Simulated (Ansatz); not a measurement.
## Se on Mo(100): change of the work function

Wanted: Δφ(θ) for Se/Mo(100), starting from the hollow site.

Method: plane-wave DFT, PBE, Ansatz PAW, in Ansatz 0.2.0.

## (1) Starting point

The cell holds 4 atoms: 4 Mo. Cell: a = 3.150 Å, b = 3.150 Å, c = 22.725 Å, α = 90.0°, β = 90.0°, γ = 90.0°. Vacuum lies along c.

Structure file:

```cif
data_structure
_symmetry_space_group_name_H-M 'P 1'
_symmetry_Int_Tables_number 1
_cell_length_a 3.1500
_cell_length_b 3.1500
_cell_length_c 22.7250
_cell_angle_alpha 90.000
_cell_angle_beta 90.000
_cell_angle_gamma 90.000
_cell_volume 225.49
loop_
_atom_site_label
_atom_site_type_symbol
_atom_site_fract_x
_atom_site_fract_y
_atom_site_fract_z
_atom_site_occupancy
Mo1 Mo 0.50000 0.50000 0.39604 1
Mo2 Mo 0.00000 0.00000 0.46535 1
Mo3 Mo 0.50000 0.50000 0.53465 1
Mo4 Mo 0.00000 0.00000 0.60396 1
```

## (2) The clean slab

The bare slab comes first, as the zero from which every change is counted. The two lowest layers are held at bulk places and the upper ones relax. The dipole correction removes the false field that a one-sided slab makes across the periodic vacuum, so each face gets a flat vacuum level of its own.

input.yaml

```yaml
crystal:
  lattice:
    - [3.15, 0.0, 0.0]
    - [0.0, 3.15, 0.0]
    - [0.0, 0.0, 22.725]
  atoms:
    - { symbol: Mo, position: [0.5, 0.5, 0.396039604] }
    - { symbol: Mo, position: [0.0, 0.0, 0.4653465347] }
    - { symbol: Mo, position: [0.5, 0.5, 0.5346534653] }
    - { symbol: Mo, position: [0.0, 0.0, 0.603960396] }
kpoints:
  mp_grid: { grid: [12, 12, 1] }
hamiltonian:
  xc: pbe
scf:
  occupations: { method: fermi_dirac, width: 0.1 }
  convergence: { dr2_threshold: 1.0e-08 }
efield:
  axis: 3
  dipole_correction: true
  ramp_position: 0.97
  ramp_width: 0.06
relax:
  f_tol: 0.02
  max_steps: 60
  constraints: [{ sites: [0, 1] }]
output:
  write_potential: true
  write_density: true
  volumetric_format: npy
```

Run with:

```bash
> ansatz run input.yaml --threads 4 --pin off --max-ram 16384MiB --backend cpu --events-out ev --progress --plain --runs-dir out
```

Log:

```text
Engine: ansatz 0.2.0, aarch64-unknown-linux-gnu
Pseudopotentials: kind: paw
Pseudopotential: Mo, paw, valence charge 14, recommended cutoff 420 eV (normal), Mo.paw.azcp
Functional definition: PBE
  parameter kappa = 0.804
  parameter beta = 0.066725
  exchange = pbe_x(kappa = kappa, mu = beta*pi^2/3)
  correlation = pbe_c(beta = beta)
Crystal: 4 atoms, lattice volume = 225.489 Å³
Basis set: ecut = 420 eV, 4451 PW (Γ), exchange–correlation on 48×48×320 points (8 copies of the dense FFT grid, shifted against one another)
Bands: 34, of which v1, the nominal top of the filled ones, is band 28 counted from 1 (27 counted from 0)
Symmetry: 8 space group operations
k-points: 28 of 144
Non-local potential: Mo, projectors of the file, l = 0: 3, l = 1: 2, l = 2: 2, l = 3: 1
PAW form: soft (Blöchl's): semilocal exchange-correlation on the pseudo side does not see the compensation charge
PAW one-centre angular grid: Mo, 590 points (default); XC on 64 Gauss nodes
Initial density: superposition of atomic densities (neutral atoms: chi_scale 0, normalization atom), corrected by the library's trained network
Initial wavefunctions: pseudopotential atomic-orbital guess
Functional: x = pbe(κ = 0.804, μ = 0.219515), c = pbe(β = 0.066725)
SCF iter   1: F=—  HF=-19819.857183 eV  |F-HF|=—  |Δ(HF+E_count)|=         —  Δρ=6.46e-3  dr2=1.68e-1  ethr=1.77e-3  p=0.000 e·Å  D=5.31e-14 V/Å  ΔV_dip=-0.00 eV  dr2_dipole=4.23e-8  V_vac-E_F(+/−)=4.13/4.13 eV  ⟨swp⟩=7.9  Hψ=4534  notcnv=0
efield: sawtooth ramp at fractional position 0.9700 (set: `efield.ramp_position`, or a place that a band, a saddle search or an elastic batch's reference lends), width 0.0600; the density the first Hamiltonian is built on has a dipole p = 0.000 e·Å; the dipole correction subtracts the counter field D = 5.31e-14 V/Å, which shifts the + side's vacuum level by -0.00 eV against the − side's; the planar-averaged density in the ramp window peaks in size at 6.3e-6 e/Å³
preconditioner: auto → LDOS  [metal: Δε(μ)=0.004 eV  Ē_g=3.404 eV  σ=0.100 eV  W_gap=0.01  n_scr=42 (ndim 8)  ℏωp=12.1 eV  f_vac=0.620  D(μ)=5.04/eV (n_scr^D=18)  β→1.0]
SCF iter   2: F=—  HF=-19819.835507 eV  |F-HF|=—  |Δ(HF+E_count)|=   2.17e-2  Δρ=3.81e-3  dr2=6.65e-2  ethr=2.99e-4  p=-0.000 e·Å  D=-4.00e-6 V/Å  ΔV_dip=0.00 eV  dr2_dipole=5.03e-8  V_vac-E_F(+/−)=3.88/3.88 eV  ⟨swp⟩=2.1  Hψ=1706  notcnv=0
SCF iter   3: F=—  HF=-19819.832402 eV  |F-HF|=—  |Δ(HF+E_count)|=   3.10e-3  Δρ=9.68e-4  dr2=4.70e-3  ethr=1.19e-4  p=0.000 e·Å  D=4.44e-7 V/Å  ΔV_dip=-0.00 eV  dr2_dipole=8.26e-9  V_vac-E_F(+/−)=3.92/3.92 eV  ⟨swp⟩=2.0  Hψ=1362  notcnv=0
SCF iter   4: F=—  HF=-19819.832390 eV  |F-HF|=—  |Δ(HF+E_count)|=   1.28e-5  Δρ=2.83e-4  dr2=4.47e-4  ethr=8.39e-6  p=0.000 e·Å  D=1.14e-6 V/Å  ΔV_dip=-0.00 eV  dr2_dipole=1.89e-12  V_vac-E_F(+/−)=3.88/3.88 eV  ⟨swp⟩=2.2  Hψ=1282  notcnv=0
SCF iter   5: F=—  HF=-19819.832356 eV  |F-HF|=—  |Δ(HF+E_count)|=   3.39e-5  Δρ=7.75e-5  dr2=1.80e-5  ethr=7.98e-7  p=0.000 e·Å  D=1.07e-6 V/Å  ΔV_dip=-0.00 eV  dr2_dipole=2.30e-11  V_vac-E_F(+/−)=3.87/3.87 eV  ⟨swp⟩=2.6  Hψ=1580  notcnv=0
SCF iter   6: F=—  HF=-19819.832363 eV  |F-HF|=—  |Δ(HF+E_count)|=   7.48e-6  Δρ=2.58e-5  dr2=3.87e-6  ethr=3.22e-8  p=0.000 e·Å  D=6.49e-7 V/Å  ΔV_dip=-0.00 eV  dr2_dipole=3.10e-11  V_vac-E_F(+/−)=3.87/3.87 eV  ⟨swp⟩=2.8  Hψ=1817  notcnv=0
SCF iter   7: F=—  HF=-19819.832426 eV  |F-HF|=—  |Δ(HF+E_count)|=   6.27e-5  Δρ=7.78e-6  dr2=1.65e-7  ethr=6.91e-9  p=0.000 e·Å  D=3.86e-7 V/Å  ΔV_dip=-0.00 eV  dr2_dipole=2.72e-12  V_vac-E_F(+/−)=3.87/3.87 eV  ⟨swp⟩=2.1  Hψ=1328  notcnv=0
SCF iter   8: F=—  HF=-19819.832426 eV  |F-HF|=—  |Δ(HF+E_count)|=   2.54e-7  Δρ=2.79e-6  dr2=1.63e-8  ethr=2.94e-10  p=0.000 e·Å  D=2.09e-7 V/Å  ΔV_dip=-0.00 eV  dr2_dipole=4.63e-13  V_vac-E_F(+/−)=3.87/3.87 eV  ⟨swp⟩=2.8  Hψ=1941  notcnv=0
SCF iter   9: F=-19819.832426 eV  HF=-19819.832426 eV  |F-HF|=1.78e-9  |Δ(HF+E_count)|=   7.14e-8  Δρ=7.77e-7  dr2=2.00e-9  ethr=1.79e-11  p=0.000 e·Å  D=7.87e-8 V/Å  ΔV_dip=-0.00 eV  dr2_dipole=1.30e-14  V_vac-E_F(+/−)=3.87/3.87 eV  ⟨swp⟩=10.3  Hψ=6762  notcnv=0
SCF 1 converged in 9 iterations: F = -19819.832426 eV  dr2 = 2.00e-9
  greatest PAW one-centre occupation: 0.998 electrons in one spin orbital (limit 2), on the Mo atom at site 3 (counted from 0), in its partial waves of l = 0
relax step   1: F+E_penalty+E_count = -19819.83242618 eV  Δ(F+E_penalty+E_count) = +0.000e0 eV  max|allowed force component| = 1.563e0 eV/Å  Δτ_max = 0.0000 Å  (9 SCF iters, accepted)
Initial density: handed on by an earlier stage of this run
Initial wavefunctions: those handed on with the density
iter 1 solved again at ethr=1.37e-3 eV; its pass at ethr=3.10e-3 eV (dr2=7.67e-1 eV) is discarded
SCF iter   1: F=—  HF=-19819.972387 eV  |F-HF|=—  |Δ(HF+E_count)|=         —  Δρ=1.17e-2  dr2=8.97e-1  ethr=1.37e-3  p=0.000 e·Å  D=2.00e-6 V/Å  ΔV_dip=-0.00 eV  dr2_dipole=1.48e-1  V_vac-E_F(+/−)=3.95/3.95 eV  ⟨swp⟩=1.7  Hψ=3994  notcnv=0
efield: sawtooth ramp at fractional position 0.9700 (set: `efield.ramp_position`, or a place that a band, a saddle search or an elastic batch's reference lends), width 0.0600; the density the first Hamiltonian is built on has a dipole p = 0.000 e·Å; the dipole correction subtracts the counter field D = 2.00e-6 V/Å, which shifts the + side's vacuum level by -0.00 eV against the − side's; the planar-averaged density in the ramp window peaks in size at 3.6e-6 e/Å³
preconditioner: auto → LDOS  [metal: Δε(μ)=0.032 eV  Ē_g=3.589 eV  σ=0.100 eV  W_gap=0.08  n_scr=42 (ndim 8)  ℏωp=12.1 eV  f_vac=0.627  D(μ)=4.75/eV (n_scr^D=14)  β→1.0]
SCF iter   2: F=—  HF=-19819.959709 eV  |F-HF|=—  |Δ(HF+E_count)|=   1.27e-2  Δρ=6.99e-3  dr2=2.69e-1  ethr=1.37e-3  p=0.002 e·Å  D=1.33e-3 V/Å  ΔV_dip=-0.03 eV  dr2_dipole=5.55e-5  V_vac-E_F(+/−)=3.83/3.86 eV  ⟨swp⟩=2.6  Hψ=1633  notcnv=0
SCF iter   3: F=—  HF=-19819.938875 eV  |F-HF|=—  |Δ(HF+E_count)|=   2.08e-2  Δρ=3.48e-3  dr2=6.96e-2  ethr=4.81e-4  p=-0.001 e·Å  D=-5.15e-4 V/Å  ΔV_dip=0.01 eV  dr2_dipole=7.95e-4  V_vac-E_F(+/−)=3.89/3.88 eV  ⟨swp⟩=2.3  Hψ=1716  notcnv=0
SCF iter   4: F=—  HF=-19819.932358 eV  |F-HF|=—  |Δ(HF+E_count)|=   6.52e-3  Δρ=5.12e-4  dr2=1.23e-3  ethr=1.24e-4  p=-0.001 e·Å  D=-4.45e-4 V/Å  ΔV_dip=0.01 eV  dr2_dipole=5.08e-6  V_vac-E_F(+/−)=3.88/3.87 eV  ⟨swp⟩=2.0  Hψ=1281  notcnv=0
SCF iter   5: F=—  HF=-19819.932189 eV  |F-HF|=—  |Δ(HF+E_count)|=   1.69e-4  Δρ=2.46e-4  dr2=3.81e-4  ethr=2.19e-6  p=-0.000 e·Å  D=-3.42e-4 V/Å  ΔV_dip=0.01 eV  dr2_dipole=1.77e-5  V_vac-E_F(+/−)=3.88/3.87 eV  ⟨swp⟩=2.1  Hψ=1355  notcnv=0
[...]
SCF iter   4: F=—  HF=-19819.995783 eV  |F-HF|=—  |Δ(HF+E_count)|=   8.35e-4  Δρ=1.70e-4  dr2=7.94e-5  ethr=1.71e-5  p=0.002 e·Å  D=1.50e-3 V/Å  ΔV_dip=-0.03 eV  dr2_dipole=3.57e-8  V_vac-E_F(+/−)=3.83/3.87 eV  ⟨swp⟩=2.1  Hψ=1234  notcnv=0
SCF iter   5: F=—  HF=-19819.995790 eV  |F-HF|=—  |Δ(HF+E_count)|=   7.81e-6  Δρ=6.33e-5  dr2=2.25e-5  ethr=1.42e-7  p=0.002 e·Å  D=1.35e-3 V/Å  ΔV_dip=-0.03 eV  dr2_dipole=2.56e-6  V_vac-E_F(+/−)=3.83/3.86 eV  ⟨swp⟩=2.6  Hψ=1573  notcnv=0
SCF iter   6: F=—  HF=-19819.995792 eV  |F-HF|=—  |Δ(HF+E_count)|=   1.58e-6  Δρ=2.10e-5  dr2=1.94e-6  ethr=4.01e-8  p=0.002 e·Å  D=1.32e-3 V/Å  ΔV_dip=-0.03 eV  dr2_dipole=1.27e-7  V_vac-E_F(+/−)=3.83/3.86 eV  ⟨swp⟩=2.1  Hψ=1228  notcnv=0
SCF iter   7: F=—  HF=-19819.995852 eV  |F-HF|=—  |Δ(HF+E_count)|=   6.03e-5  Δρ=5.32e-6  dr2=1.22e-7  ethr=3.46e-9  p=0.002 e·Å  D=1.32e-3 V/Å  ΔV_dip=-0.03 eV  dr2_dipole=4.36e-9  V_vac-E_F(+/−)=3.83/3.86 eV  ⟨swp⟩=2.4  Hψ=1589  notcnv=0
SCF iter   8: F=—  HF=-19819.995852 eV  |F-HF|=—  |Δ(HF+E_count)|=   1.00e-7  Δρ=1.60e-6  dr2=1.75e-8  ethr=2.18e-10  p=0.002 e·Å  D=1.31e-3 V/Å  ΔV_dip=-0.03 eV  dr2_dipole=3.63e-9  V_vac-E_F(+/−)=3.83/3.86 eV  ⟨swp⟩=2.8  Hψ=1764  notcnv=0
SCF iter   9: F=-19819.995852 eV  HF=-19819.995852 eV  |F-HF|=9.71e-10  |Δ(HF+E_count)|=   8.04e-9  Δρ=5.20e-7  dr2=1.68e-9  ethr=1.79e-11  p=0.002 e·Å  D=1.32e-3 V/Å  ΔV_dip=-0.03 eV  dr2_dipole=8.97e-13  V_vac-E_F(+/−)=3.83/3.86 eV  ⟨swp⟩=9.5  Hψ=6427  notcnv=0
SCF 3 converged in 9 iterations: F = -19819.995852 eV  dr2 = 1.68e-9
relax step   3: F+E_penalty+E_count = -19819.99585247 eV  Δ(F+E_penalty+E_count) = -6.360e-2 eV  max|allowed force component| = 3.074e-2 eV/Å  Δτ_max = 0.0603 Å  (9 SCF iters, accepted)
SCF iter   1: F=—  HF=-19819.996165 eV  |F-HF|=—  |Δ(HF+E_count)|=         —  Δρ=8.57e-4  dr2=8.98e-3  ethr=9.06e-5  p=0.002 e·Å  D=1.32e-3 V/Å  ΔV_dip=-0.03 eV  dr2_dipole=1.81e-3  V_vac-E_F(+/−)=3.83/3.86 eV  ⟨swp⟩=1.9  Hψ=1536  notcnv=0
efield: sawtooth ramp at fractional position 0.9700 (set: `efield.ramp_position`, or a place that a band, a saddle search or an elastic batch's reference lends), width 0.0600; the density the first Hamiltonian is built on has a dipole p = 0.002 e·Å; the dipole correction subtracts the counter field D = 1.32e-3 V/Å, which shifts the + side's vacuum level by -0.03 eV against the − side's; the planar-averaged density in the ramp window peaks in size at 1.1e-6 e/Å³
preconditioner: auto → LDOS  [metal: Δε(μ)=0.033 eV  Ē_g=3.506 eV  σ=0.100 eV  W_gap=0.08  n_scr=42 (ndim 8)  ℏωp=12.1 eV  f_vac=0.625  D(μ)=4.83/eV (n_scr^D=14)  β→1.0]
SCF iter   2: F=—  HF=-19819.996021 eV  |F-HF|=—  |Δ(HF+E_count)|=   1.44e-4  Δρ=5.39e-4  dr2=2.47e-3  ethr=1.60e-5  p=0.001 e·Å  D=1.04e-3 V/Å  ΔV_dip=-0.02 eV  dr2_dipole=2.34e-5  V_vac-E_F(+/−)=3.84/3.86 eV  ⟨swp⟩=1.2  Hψ=1182  notcnv=0
SCF iter   3: F=—  HF=-19819.995899 eV  |F-HF|=—  |Δ(HF+E_count)|=   1.22e-4  Δρ=2.39e-4  dr2=4.91e-4  ethr=4.40e-6  p=0.002 e·Å  D=1.20e-3 V/Å  ΔV_dip=-0.03 eV  dr2_dipole=2.95e-5  V_vac-E_F(+/−)=3.83/3.86 eV  ⟨swp⟩=2.0  Hψ=1265  notcnv=0
SCF iter   4: F=—  HF=-19819.995857 eV  |F-HF|=—  |Δ(HF+E_count)|=   4.24e-5  Δρ=3.09e-5  dr2=3.13e-6  ethr=8.78e-7  p=0.002 e·Å  D=1.22e-3 V/Å  ΔV_dip=-0.03 eV  dr2_dipole=6.45e-9  V_vac-E_F(+/−)=3.83/3.86 eV  ⟨swp⟩=2.3  Hψ=1244  notcnv=0
SCF iter   5: F=—  HF=-19819.995925 eV  |F-HF|=—  |Δ(HF+E_count)|=   6.88e-5  Δρ=1.41e-5  dr2=1.17e-6  ethr=5.58e-9  p=0.002 e·Å  D=1.24e-3 V/Å  ΔV_dip=-0.03 eV  dr2_dipole=4.04e-8  V_vac-E_F(+/−)=3.83/3.86 eV  ⟨swp⟩=3.4  Hψ=1792  notcnv=0
SCF iter   6: F=—  HF=-19819.995926 eV  |F-HF|=—  |Δ(HF+E_count)|=   2.80e-7  Δρ=5.13e-6  dr2=1.86e-7  ethr=2.09e-9  p=0.002 e·Å  D=1.28e-3 V/Å  ΔV_dip=-0.03 eV  dr2_dipole=5.71e-10  V_vac-E_F(+/−)=3.83/3.86 eV  ⟨swp⟩=2.1  Hψ=1172  notcnv=0
SCF iter   7: F=—  HF=-19819.995926 eV  |F-HF|=—  |Δ(HF+E_count)|=   5.30e-8  Δρ=1.57e-6  dr2=1.27e-8  ethr=3.32e-10  p=0.002 e·Å  D=1.30e-3 V/Å  ΔV_dip=-0.03 eV  dr2_dipole=2.23e-9  V_vac-E_F(+/−)=3.83/3.86 eV  ⟨swp⟩=2.1  Hψ=1377  notcnv=0
SCF iter   8: F=-19819.995926 eV  HF=-19819.995926 eV  |F-HF|=1.34e-9  |Δ(HF+E_count)|=   1.53e-8  Δρ=7.40e-7  dr2=3.55e-9  ethr=1.79e-11  p=0.002 e·Å  D=1.31e-3 V/Å  ΔV_dip=-0.03 eV  dr2_dipole=4.23e-10  V_vac-E_F(+/−)=3.83/3.86 eV  ⟨swp⟩=9.5  Hψ=6468  notcnv=0
SCF 4 converged in 8 iterations: F = -19819.995926 eV  dr2 = 3.55e-9
relax step   4: F+E_penalty+E_count = -19819.99592565 eV  Δ(F+E_penalty+E_count) = -7.318e-5 eV  max|allowed force component| = 1.546e-2 eV/Å  Δτ_max = 0.0082 Å  (8 SCF iters, accepted)
NSCF: frozen V_eff on 28 k-points
the band table was solved once a step of the walk had ended and its energy, with any forces and stress, was formed, with the checks that follow a solve (4367 applications of the Hamiltonian). They found nothing against the state; the energy, forces and stress were not computed again (output.eigenvalues in the input reference)
WARN: The output density's exchange-correlation potential varies sharply where the density is thin. Do not read a vacuum level from v_tot or v_xc, or from such a field of the output density. On a cell that repeats whose density bears no net charge and no dipole along the vacuum's axis use v_es (v_loc + v_h of the components); under efield.dipole_correction with no amplitude use v_es + v_field, which holds any externa [...]
SCF converged after 8 iterations
Free energy (F): -19819.995926 eV
Harris-Foulkes:  -19819.995926 eV  (|F-HF|=1.34e-9)
Internal energy: -19819.831584 eV  (E = F + TS)
E sigma→0 (E₀):  -19819.913755 eV
Entropy (-TS):   -0.164342 eV (-41.086 meV/atom)
Fermi energy:    3.091665 eV
Dipole field:    D = 0.001336 V/Å  (p = 0.001665 e·Å, saw-weighted, corrected)
Work function:   Φ+ = 3.8304 eV   Φ− = 3.8607 eV
Levels:          The Fermi level and band energies are counted from a zero that moves with the ramp; work functions are not
--- Per-component energies (eV) ---
  E_band       = -1200.370314
  E_kinetic    = 1757.431237
  E_local      = -61048.384503  (includes V_loc(G=0)·N_el)
  E_nonlocal   = 576.034451
  E_hartree    = 29500.156884
  E_xc         = -728.348904
  E_vxc        = -908.366798  (∫ρ·V_xc dr)
  E_paw        = -12806.173053  (= ΣΔE_a)
  E_vpaw       = -577.392229  (= ΣTr[D̂ρ^β])
  E_aug_tail   = 0.000173  (compensation charges beyond the density's cutoff)
  E_efield     = 0.000001  (sawtooth field / dipole correction)
  E_vefield    = 0.001109  (∫n·V_field dr)
  E_ewald      = 22929.452132
  E_smearing   = -0.164342  (= −TS)
  E_closure    = -0.000000  (closes the sum)
  Σ components = -19819.995926   (vs F -19819.995926, Δ=0.00e0)
--- Forces (eV/Å), atoms counted from 1 ---
  atom   1  Mo     0.00000000     0.00000000     1.65152032
  atom   2  Mo    -0.00000000    -0.00000000    -1.62582730
  atom   3  Mo    -0.00000000     0.00000000    -0.01546452
  atom   4  Mo    -0.00000000    -0.00000000    -0.01025982
  max |Σ_I F_I| component: 3.13e-5 eV/Å
--- Band table (eV; the first three rows and the last of 28) ---
  k-point 0: bands = [... 24 lower, 2.2590, 2.3854, 2.7744, 2.7744, 2.9609, 3.1738, 3.5683, 4.0581, ... 2 higher]
  k-point 1: bands = [... 24 lower, 2.1366, 2.5640, 2.6745, 2.8675, 3.0661, 3.2840, 3.3118, 4.2016, ... 2 higher]
  k-point 2: bands = [... 24 lower, 1.7856, 2.4339, 2.6427, 2.8755, 3.0846, 3.3152, 3.7837, 4.2707, ... 2 higher]
  k-point 27: bands = [... 24 lower, 2.0985, 2.0985, 4.6522, 4.7294, 4.7294, 4.7682, 5.2975, 5.5297, ... 2 higher]
--- Relaxed structure (4 steps of the walk, 4 accepted, 0 SCFs on fresh bases) ---
  F+E_penalty+E_count = -19819.99592565 eV   max|allowed force component| = 1.546e-2 eV/Å
  atoms:
    - { symbol: Mo, position: [0.500000, 0.500000, 0.396039604] }
    - { symbol: Mo, position: [0.0, 0.0, 0.4653465347] }
    - { symbol: Mo, position: [0.500000, 0.500000, 0.537601] }
    - { symbol: Mo, position: [-7.781659e-18, 0, 0.598409] }
```

It took 21 s on 4 threads of Arm Neoverse V1, shared host; peak memory 0.57 GiB; 79 s of CPU time.

Step by step:

```
step  energy less that of the first step (eV)  largest force component (eV/Å)
   1                                   0.0000                          1.5631
   2                                  -0.0998                          1.2124
   3                                  -0.1634                          0.0307
   4                                  -0.1635                          0.0155
```

The run keeps the 8 symmetry operations that the program found, so distortions that break them were not tested.

The atoms that moved most (Å):

```
atom     dx     dy      dz  length
 Mo4  0.000  0.000  -0.126   0.126
 Mo3  0.000  0.000   0.067   0.067
```

Final coordinates:

```xyz
4
Lattice="3.1500 0.0000 0.0000 0.0000 3.1500 0.0000 0.0000 0.0000 22.7250" Properties=species:S:1:pos:R:3
Mo    1.5750    1.5750    9.0000
Mo    0.0000    0.0000   10.5750
Mo    1.5750    1.5750   12.2170
Mo    0.0000    0.0000   13.5988
```

This step gave:

| Quantity | Value |
| --- | --- |
| energy at zero smearing | -19819.9138 eV |
| work function, upper face | 3.830 eV |
| work function, lower face | 3.861 eV |
| dipole along the normal | 0.001665 e·Å |
| step between the vacuum levels | -0.03036 eV |

Running mean over 1.575 Å of the planar mean; the ramp of the sawtooth is left out. The electron's electrostatic potential energy less the Fermi level by z:

z (Å), electron's electrostatic potential energy less the Fermi level (eV) and a bar from the least value:
```
      3.0        3.9 ##############################
      3.5        3.9 ##############################
      4.0        3.9 ##############################
      4.5        3.9 ##############################
      5.0        3.9 ##############################
      5.5        3.8 ##############################
      6.0        3.8 ##############################
      6.5        3.6 ##############################
      7.0        3.1 #############################
      7.5        1.6 ##########################
      8.0       -2.5 ####################
      8.5       -8.1 ##########
      9.0      -11.4 #####
      9.5      -12.1 ####
     10.0      -12.3 ####
     10.5      -12.3 ###
     11.0      -12.1 ####
     11.5      -12.0 ####
     12.0      -12.7 ###
     12.5      -14.0 #
     13.0      -14.4 
     13.5      -12.9 ###
     14.0       -9.2 #########
     14.5       -3.6 ##################
     15.0        1.1 #########################
     15.5        3.0 #############################
     16.0        3.5 #############################
     16.5        3.7 ##############################
     17.0        3.8 ##############################
     17.5        3.8 ##############################
     18.0        3.8 ##############################
     18.5        3.8 ##############################
     19.0        3.8 ##############################
     19.5        3.8 ##############################
```

The relaxation took 4 steps and lowered the energy by 0.16 eV; the largest force on the free atoms ends at 0.015 eV/Å.

The work function of the upper face is 3.83 eV.

(Part 1 of 4 ends here.)

[Long decimals in the printed logs are rounded to 6 places.]

[Logs are printed without paths, hosts, clocks, repeated set-up lines and the standing remarks that a program may print on its own settings, such as how far it seeks lower states.]

[Hosts, paths, dates, database ids (printed as entryN), source tags and the programs' standing remarks are cut or masked in the printed files.]

[Maps of the electrostatic potential energy from Ansatz leave out the sawtooth potential of an applied field or a dipole correction, so their vacuum need not be flat; planar profiles and work functions include it.]
